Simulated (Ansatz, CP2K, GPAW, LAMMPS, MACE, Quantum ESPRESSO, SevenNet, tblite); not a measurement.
## Finding the fault: CP2K, amorphous Ge (61 atoms)

Program: CP2K 2026.2, a calculation on a cell of 61 Ge, 22.7 Å³ an atom.

Contents of input.inp:

```
&GLOBAL
  PROJECT cell
  RUN_TYPE ENERGY_FORCE
  PRINT_LEVEL LOW
&END GLOBAL
&FORCE_EVAL
  METHOD QS
  STRESS_TENSOR ANALYTICAL
  &DFT
    BASIS_SET_FILE_NAME BASIS_MOLOPT_UZH
    POTENTIAL_FILE_NAME POTENTIAL_UZH
    &MGRID
      CUTOFF 350
      REL_CUTOFF 50
    &END MGRID
    &QS
      EPS_DEFAULT 1.0E-04
    &END QS
    &SCF
      SCF_GUESS ATOMIC
      EPS_SCF 1.0E-06
      MAX_SCF 25
      ADDED_MOS 27
      &DIAGONALIZATION
        ALGORITHM STANDARD
      &END DIAGONALIZATION
      &SMEAR ON
        METHOD FERMI_DIRAC
        ELECTRONIC_TEMPERATURE [K] 580
      &END SMEAR
      &MIXING
        METHOD BROYDEN_MIXING
        ALPHA 0.15
        NBROYDEN 8
      &END MIXING
      &PRINT
        &RESTART OFF
        &END RESTART
      &END PRINT
    &END SCF
    &XC
      &XC_FUNCTIONAL PBE
      &END XC_FUNCTIONAL
    &END XC
    &PRINT
      &MULLIKEN ON
      &END MULLIKEN
      &HIRSHFELD ON
        SHAPE_FUNCTION DENSITY
      &END HIRSHFELD
      &MO ON
        EIGENVALUES T
        OCCUPATION_NUMBERS T
        MO_INDEX_RANGE 111 134
        &EACH
          QS_SCF 0
        &END EACH
        ADD_LAST NUMERIC
      &END MO
    &END PRINT
  &END DFT
  &SUBSYS
    &CELL
      A 11.14390 0.00000 0.00000
      B 0.00000 11.14390 0.00000
      C 0.00000 0.00000 11.14390
    &END CELL
    &COORD
      Ge 6.68322 9.88430 3.85055
      Ge 7.75671 7.60415 6.60042
      Ge 4.19401 5.42552 9.51243
      Ge 9.95752 3.21323 5.87852
      Ge 1.30049 7.13577 10.44395
      Ge 8.50614 6.97630 10.08846
      Ge 6.07610 3.61074 9.02333
      Ge 3.16052 1.21246 1.95754
      Ge 6.49065 10.64878 1.56115
      Ge 2.99715 7.70244 8.53834
[... 47 atom lines left out ...]
      Ge 4.48809 6.03398 6.91624
      Ge 10.39135 5.44368 2.55318
      Ge 5.56571 1.73689 1.92177
      Ge 0.86867 5.66612 4.59106
    &END COORD
    &KIND Ge
      BASIS_SET DZVP-MOLOPT-PBE-GTH-q4
      POTENTIAL GTH-PBE-q4
    &END KIND
  &END SUBSYS
  &PRINT
    &FORCES ON
    &END FORCES
    &STRESS_TENSOR ON
    &END STRESS_TENSOR
  &END PRINT
&END FORCE_EVAL
```

The run is started by

```sh
$ OMP_NUM_THREADS=2 cp2k.psmp -i input.inp > output.txt
```

The log of the run:

```text
CP2K| version string:                                       CP2K version 2026.2
 CP2K| Input file name                                                 input.inp
 GLOBAL| Basis set file name                                    BASIS_MOLOPT_UZH
 GLOBAL| Potential file name                                       POTENTIAL_UZH
 GLOBAL| Run type                                                   ENERGY_FORCE
 GLOBAL| Total number of message passing processes                             1
 GLOBAL| Number of threads for this process                                    2
 TOTAL NUMBERS AND MAXIMUM NUMBERS
  Total number of            - Atomic kinds:                                   1
                             - Atoms:                                         61
                             - Shell sets:                                    61
                             - Shells:                                       305
                             - Primitive Cartesian functions:                244
                             - Cartesian basis functions:                    854
                             - Spherical basis functions:                    793
  Maximum angular momentum of the orbital basis functions:                     2
 SCF PARAMETERS         Density guess:                                    ATOMIC
                        max_scf:                                              25
                        eps_scf:                                        1.00E-06
                        added MOs                                        27    0
                        Mixing method:                            BROYDEN_MIXING
                                                charge density mixing in g-space
                        Smear method:                                FERMI_DIRAC
                        Electronic temperature [K]:                        580.0
                        Electronic temperature [a.u.]:                  1.84E-03
                        Accuracy threshold:                             1.00E-10
 *   ___                                                                       *
 *  /   \                                                                      *
 * [ABORT]                                                                     *
 *  \___/    Cholesky decompose failed: the matrix is not positive definite or *
 *    |                              ill-conditioned.                          *
 *  O/|                                                                        *
 * /| |                                                                        *
```

The job ended after 1.4 s (2 threads of Arm Neoverse V1, shared host; peak memory 0.4 GiB; 1.5 s of CPU time).

Banners, paths, timers and routine set-up lines are dropped from the logs unmarked, and long logs keep their key lines alone; longer cuts are marked.

Why should this run not be trusted?

Integrals screened far too loosely: EPS_DEFAULT 0.0001.

The run ended with an error.

[Also dropped from logs without a mark: logging warnings of Python, and SIESTA's first energy breakdown and zero terms.]

[Logs are printed without paths, hosts, clocks, repeated set-up lines and the standing remarks that a program may print on its own settings, such as how far it seeks lower states.]

[Hosts, paths, dates, database ids (printed as entryN), source tags and the programs' standing remarks are cut or masked in the printed files.]
